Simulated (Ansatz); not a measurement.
# LiZrAgN2 (built on the sites of a database entry of Li2ZrN2): the cell at rest

Wanted: the relaxed cell of LiZrAgN2 (built on the sites of a database entry of Li2ZrN2).

Method: DFT PBE+D3(BJ), scalar-relativistic, plane waves, PAW, in Ansatz 0.2.0.

Report form: the programs' logs are mostly left out.

The structure was built from a prototype and need not be the compound's stable phase.

## (1) The starting structure

It takes space group P3m1 (No. 156, trigonal). The conventional cell has a = 3.357 Å, b = 3.357 Å, c = 5.564 Å, α = 90.00°, β = 90.00°, γ = 120.00°. Nearest to Li lie 4 N at 2.13 to 2.19 Å and 3 Ag at 2.33 Å. Ag has 4 N at 2.13 to 2.19 Å and 3 Li at 2.33 Å nearest. Zr has 6 N at 2.30 Å nearest. Nearest to N lie 3 Ag at 2.13 Å and 1 Li at 2.19 Å and 3 Zr at 2.30 Å. Nearest to N lie 3 Li at 2.13 Å and 1 Ag at 2.19 Å and 3 Zr at 2.30 Å. Farther neighbours and most contacts between anions are not listed.

## (2) A coarse first look

First a cheap look: the gap decides the mesh and the occupations, the pressure tells how far the cell has to move.

Input file input.yaml:

```yaml
crystal:
  lattice:
    - [3.35669, 0.0, 0.0]
    - [-1.67834, 2.90698, 0.0]
    - [0.0, 0.0, 5.56373]
  atoms:
    - { symbol: Li, position: [0.66666667, 0.33333333, 0.38357328] }
    - { symbol: Ag, position: [0.33333333, 0.66666667, 0.61642672] }
    - { symbol: Zr, position: [0.0, 0.0, 0.0] }
    - { symbol: "N", position: [0.66666667, 0.33333333, 0.77689523] }
    - { symbol: "N", position: [0.33333333, 0.66666667, 0.22310477] }
kpoints:
  mp_grid: { grid: [6, 6, 4] }
hamiltonian:
  xc: pbe
  dispersion: d3bj
scf:
  occupations: { method: gaussian, width: 0.1 }
output:
  forces: true
  stress: true
  eigenvalues: true
```

The run is started by

```console
ansatz run input.yaml --threads 8 --pin off --max-ram 14336MiB --backend cpu --events-out ev --progress --plain --runs-dir out
```

It took 1 s on 8 threads of Arm Neoverse V2, shared host; peak memory 0.38 GiB.

A gap read on the k-mesh alone can miss the band edges.

Numbers from this step:

```
pressure           : 10.81 GPa
gap on the k-mesh  : 1.042 eV
volume per atom    : 10.86 Å³
direct gap on mesh : 1.332 eV
```

The coarse mesh shows a gap of 1.04 eV and a pressure of 10.8 GPa.

## (3) Rough relaxation

The start is far from rest, so a relaxation with loose tolerances brings it close first.

Changes to input.yaml since step 2:

```diff
@@ -12,3 +12,3 @@
 kpoints:
-  mp_grid: { grid: [6, 6, 4] }
+  mp_grid: { grid: [9, 9, 4] }
 hamiltonian:
@@ -22 +22,6 @@
   eigenvalues: true
+relax:
+  adjacent_minimum: "off"
+  f_tol: 0.05
+  max_steps: 80
+  cell: { stress_tol: 0.5 }
```

The job ended after 10 s (8 threads; peak memory 0.45 GiB; 66 s of CPU time).

Relaxation path:

```tsv
step	energy less that of the first step (eV)	largest force component (eV/Å)	pressure (GPa)	volume (Å³)
1	0.0000	3.0063	10.82	54.29
2	-0.4234	1.2075	4.84	55.94
3	-0.7139	0.7965	-0.09	57.72
4	-0.9374	0.8333	2.52	57.67
5	-0.9817	0.6036	-2.35	59.36
6	-0.9971	0.2001	-0.32	58.71
7	-0.9994	0.0445	0.35	58.35
8*	-1.0233	0.0466	0.82	58.35
9	-1.0246	0.0233	-0.05	58.76
10*	-1.0255	0.0235	-0.05	58.76
```

Relaxation steps marked * repeat the geometry before them on a plane-wave basis chosen anew for their cell, so energy and pressure can jump there.

Forces are held to the 6 operations that the run works with; a distortion that breaks them can't arise in this run.

```tsv
conventional cell, symmetrised	before	after	change
a (Å)	3.357	3.304	-1.6 %
b (Å)	3.357	3.304	-1.6 %
c (Å)	5.564	6.215	+11.7 %
volume (Å³/atom)	10.86	11.75	+8.2 %
```

The atoms that moved most (Å, as changes of fractional coordinates times the final cell):

```tsv
atom	dx	dy	dz	length
N4	0.000	0.000	0.430	0.430
Li1	0.000	0.000	-0.323	0.323
Ag2	0.000	0.000	-0.125	0.125
Zr3	0.000	0.000	0.049	0.049
N5	0.000	0.000	-0.030	0.030
```

The relaxed structure:

```xyz
5
Lattice="3.3041 0.0000 0.0000 -1.6520 2.8614 0.0000 0.0000 0.0000 6.2148" Properties=species:S:1:pos:R:3 pbc="T T T"
Li    1.6521    0.9538    2.0603
Ag    0.0000    1.9076    3.7061
Zr    0.0000    0.0000    0.0485
N     1.6521    0.9538    5.2577
N     0.0000    1.9076    1.3568
```

Numbers from this step:

```
pressure           : -0.05219 GPa
volume per atom    : 11.75 Å³
gap on the k-mesh  : 0.7525 eV
direct gap on mesh : 0.7525 eV
```

In this step the volume went from 10.86 to 11.75 Å³/atom.

## (4) Bringing the structure to rest

The cell and atoms are relaxed, since residual forces and stress would shift the frequencies.

Input file input.yaml:

```yaml
crystal:
  lattice:
    - [3.3041005298, -2.8415e-06, 0.0]
    - [-1.652047804, 2.8614364162, 0.0]
    - [0.0, 0.0, 6.2147529402]
  atoms:
    - { symbol: Li, position: [0.6666666667, 0.3333333333, 0.3315244791] }
    - { symbol: Ag, position: [0.3333333333, 0.6666666667, 0.5963465569] }
    - { symbol: Zr, position: [0.0, 0.0, 0.0078097518] }
    - { symbol: "N", position: [0.6666666667, 0.3333333333, 0.846007396] }
    - { symbol: "N", position: [0.3333333333, 0.6666666667, 0.2183118162] }
kpoints:
  mp_grid: { grid: [9, 9, 4] }
hamiltonian:
  xc: pbe
  dispersion: d3bj
scf:
  occupations: { method: gaussian, width: 0.02 }
output:
  forces: true
  stress: true
  eigenvalues: true
  write_density: true
  write_potential: true
  elf: true
  volumetric_format: npy
relax:
  adjacent_minimum: "off"
  f_tol: 0.005
  max_steps: 80
  cell: { stress_tol: 0.05 }
```

It took 5.7 s on 8 threads; peak memory 0.46 GiB; 36 s of CPU time.

Little changed from the start: no atom moved by 0.005 Å and no cell edge by 0.1 %.

Numbers from this step:

| Quantity | Value |
| --- | --- |
| pressure | 0.001114 GPa |
| gap on the k-mesh | 0.7468 eV |
| direct gap on mesh | 0.7468 eV |

Valence density in the ac plane at fractional y = 0.333, with atoms of Li and N within 0.2 Å of it. It is the smooth field of the valence electrons, not physical close to the nuclei.

Values in e/Å³, 24 rows by 14 columns, each cell a mean:
```
0.4 0.5 0.5 0.5 0.4 0.4 0.4 0.6 0.9 1.1 1.0 0.8 0.5 0.4
0.4 0.3 0.4 0.3 0.3 0.4 0.7 1.2 1.8 2.3 2.1 1.5 0.9 0.5
0.3 0.2 0.2 0.2 0.3 0.5 0.9 1.8 2.9 3.4 3.3 2.4 1.3 0.6
0.3 0.2 0.2 0.2 0.2 0.4 1.0 2.0 3.2 3.5 3.4 2.7 1.4 0.6
0.3 0.2 0.1 0.2 0.2 0.4 0.7 1.5 2.4 2.9 2.7 2.0 1.1 0.5
0.2 0.2 0.2 0.2 0.2 0.3 0.5 0.8 1.3 1.6 1.5 1.1 0.6 0.4
0.2 0.3 0.3 0.3 0.2 0.2 0.3 0.4 0.5 0.6 0.5 0.4 0.3 0.2
0.3 0.4 0.5 0.4 0.4 0.3 0.2 0.2 0.2 0.3 0.3 0.2 0.2 0.2
0.4 0.6 0.7 0.7 0.5 0.3 0.2 0.2 0.1 0.1 0.1 0.1 0.2 0.2
0.4 0.6 0.8 0.8 0.6 0.3 0.2 0.1 0.1 0.1 0.1 0.1 0.2 0.2
0.4 0.5 0.7 0.6 0.5 0.3 0.2 0.1 0.1 0.1 0.1 0.1 0.1 0.2
0.3 0.4 0.4 0.4 0.3 0.2 0.1 0.1 0.1 0.1 0.1 0.1 0.1 0.2
0.2 0.2 0.2 0.2 0.2 0.1 0.1 0.1 0.1 0.1 0.1 0.1 0.1 0.1
0.1 0.1 0.1 0.1 0.1 0.1 0.1 0.1 0.3 0.7 0.5 0.2 0.1 0.1
0.1 0.1 0.1 0.1 0.1 0.1 0.1 0.4 1.9 3.7 2.9 1.0 0.2 0.1
0.2 0.2 0.2 0.2 0.2 0.1 0.2 1.0 4.1 7.8 6.3 2.3 0.4 0.1
0.2 0.3 0.3 0.3 0.2 0.2 0.2 0.7 2.9 5.6 4.5 1.6 0.3 0.2
0.3 0.4 0.4 0.4 0.3 0.2 0.2 0.2 0.8 1.6 1.2 0.5 0.2 0.2
0.3 0.4 0.5 0.5 0.4 0.3 0.2 0.1 0.1 0.1 0.1 0.1 0.2 0.2
0.3 0.4 0.5 0.5 0.4 0.3 0.2 0.1 0.1 0.1 0.1 0.1 0.1 0.2
0.3 0.4 0.5 0.4 0.4 0.2 0.2 0.1 0.1 0.1 0.1 0.1 0.1 0.2
0.3 0.5 0.5 0.5 0.4 0.2 0.2 0.1 0.1 0.1 0.1 0.1 0.2 0.2
0.4 0.6 0.7 0.6 0.4 0.3 0.2 0.2 0.2 0.2 0.2 0.2 0.2 0.2
0.4 0.6 0.7 0.6 0.5 0.3 0.3 0.3 0.4 0.4 0.4 0.3 0.3 0.3
```
Columns run along a (3.3 Å), rows up along c (6.2 Å). Atoms in or near the plane, at fractional coordinates: Li at (0.67, 0.33), N at (0.67, 0.85).

Electrostatic potential energy in the ac plane at fractional y = 0.333, with atoms of Li and N within 0.2 Å of it. With pseudopotentials it is smooth inside the atoms' cores, unlike the true potential.

Ten even steps from '_' (-28 eV) to '@' (16 eV), each cell a mean:
```
##****++**####%%%%%%######%%%%%%%%
%%##########%%%%%%++::....--**%%%%
%%%%%%%%%%%%%%%%**..________--##%%
@@@@@@@@@@@@@@@@++__________::##@@
@@@@@@@@@@@@@@@@##::________==%%@@
@@@@@@@@@@@@@@@@@@##==----++%%@@@@
@@@@%%%%%%@@@@@@@@@@@@@@@@@@@@@@@@
@@%%%%##%%%%@@@@@@@@@@@@@@@@@@@@@@
%%##########%%@@@@@@@@@@@@@@@@@@@@
%%##****####%%@@@@@@@@@@@@@@@@@@@@
%%%%######%%%%@@@@@@@@@@@@@@@@@@@@
@@%%%%%%%%%%@@@@@@@@@@@@@@@@@@@@@@
@@@@@@@@@@@@@@@@@@%%%%%%%%%%@@@@@@
@@@@@@@@@@@@@@@@%%##**++++**%%@@@@
@@@@@@@@@@@@@@@@##++--::--==**%%@@
@@@@@@@@@@@@@@@@##==::__..--++##@@
@@@@@@@@@@@@@@@@##++--..::--++%%@@
@@@@@@@@@@@@@@@@%%**++====++##@@@@
@@@@@@@@@@@@@@@@@@@@%%%%%%%%@@@@@@
@@@@@@@@@@@@@@@@@@@@@@@@@@@@@@@@@@
%%%%%%%%%%%%@@@@@@@@@@@@@@@@@@@@@@
%%##########%%%%@@@@@@@@@@@@@@@@%%
##****++**####%%@@@@@@@@@@@@@@%%%%
##**++++++**##%%@@@@@@@@@@@@@@%%%%
```
Columns run along a (3.3 Å; values clipped at the 3rd and 97th percentile), rows up along c (6.2 Å). Atoms in or near the plane, at fractional coordinates: Li at (0.67, 0.33), N at (0.67, 0.85).

ELF in the ac plane at fractional y = 0.333, with atoms of Li and N within 0.2 Å of it. It is the smooth field of the valence electrons, not physical close to the nuclei.

Ten even steps from '_' (0.01) to '@' (0.98), each cell a mean:
```
..::::::::....::++##########**==::
::..........::++##%%##**####%%**==
--..______..==##%%##++----**%%%%**
==..____..::++##%%##==....++%%%%##
--........::==##%%##**====**%%%%**
::..........::++##############**==
..............::--++********++--..
....::::..........::--====--::....
..::::::::::..........::..........
::::------::::....................
::::------::::....................
::::::::::::::......________......
................______________....
..............______..--::..______
..::::::::....____::##@@%%++..____
::========--::____==@@@@@@%%::____
==++******++--..__::##@@@@**..__..
++**######**++::____::====..____--
******##****++==..____________::==
==++++++++====--::..________..::--
::::::::::::::::......____......::
....::::::....____............__..
..::----::..____..::------::....__
..::------......::==++****++--::..
```
Columns run along a (3.3 Å), rows up along c (6.2 Å). Atoms in or near the plane, at fractional coordinates: Li at (0.67, 0.33), N at (0.67, 0.85).

In this step the volume went from 11.75 to 11.75 Å³/atom.

## (5) Tight relaxation

Phonons need a cell at rest on their own settings, so the relaxation is repeated with tight tolerances on forces and stress on the k mesh and occupations of the first response run.

Input file input.yaml:

```yaml
crystal:
  lattice:
    - [3.3031962935, -2.8408e-06, 0.0]
    - [-1.6515956866, 2.8606533243, 0.0]
    - [0.0, 0.0, 6.2175831234]
  atoms:
    - { symbol: Li, position: [0.6666666667, 0.3333333333, 0.3311928714] }
    - { symbol: Ag, position: [0.3333333333, 0.6666666667, 0.5966101751] }
    - { symbol: Zr, position: [0.0, 0.0, 0.0077006186] }
    - { symbol: "N", position: [0.6666666667, 0.3333333333, 0.8461084264] }
    - { symbol: "N", position: [0.3333333333, 0.6666666667, 0.2183879085] }
kpoints:
  mp_grid: { grid: [9, 9, 4] }
hamiltonian:
  xc: pbe
  dispersion: d3bj
scf:
  occupations: { method: fixed }
output:
  forces: true
  stress: true
  eigenvalues: true
relax:
  adjacent_minimum: "off"
  f_tol: 0.001
  max_steps: 60
  cell: { stress_tol: 0.01 }
```

It took 3.5 s on 8 threads; peak memory 0.45 GiB.

Little changed from the start: no atom moved by 0.005 Å and no cell edge by 0.1 %.

Numbers from this step:

```yaml
pressure: 0.001106 GPa
gap_on_the_k_mesh: 0.7463 eV
direct_gap_on_mesh: 0.7463 eV
```

The largest force component left is 0.12 meV/Å and the pressure is 0.001 GPa, within the tolerances set. The cell now holds 11.75 Å³/atom.

## (6) What came out

```yaml
space_group_after_relaxation_within_0p01_a: P3m1
lattice_constant_a: 3.303 Å
lattice_constant_b: 3.303 Å
lattice_constant_c: 6.218 Å
volume_per_atom: 11.8 Å³
gap_on_the_k_mesh: 0.746 eV
```

What this shows: The largest force component left is 0.12 meV/Å and the pressure is 0.001 GPa, within the tolerances set. The cell now holds 11.75 Å³/atom. The relaxation keeps the symmetry of its start, so it says nothing on stability against lower symmetry. The starting cell was built on a prototype and not taken from a measurement, so the phase need not exist.

[Logs are printed without paths, hosts, clocks, repeated set-up lines and the standing remarks that a program may print on its own settings, such as how far it seeks lower states.]

[Hosts, paths, dates, database ids (printed as entryN), source tags and the programs' standing remarks are cut or masked in the printed files.]
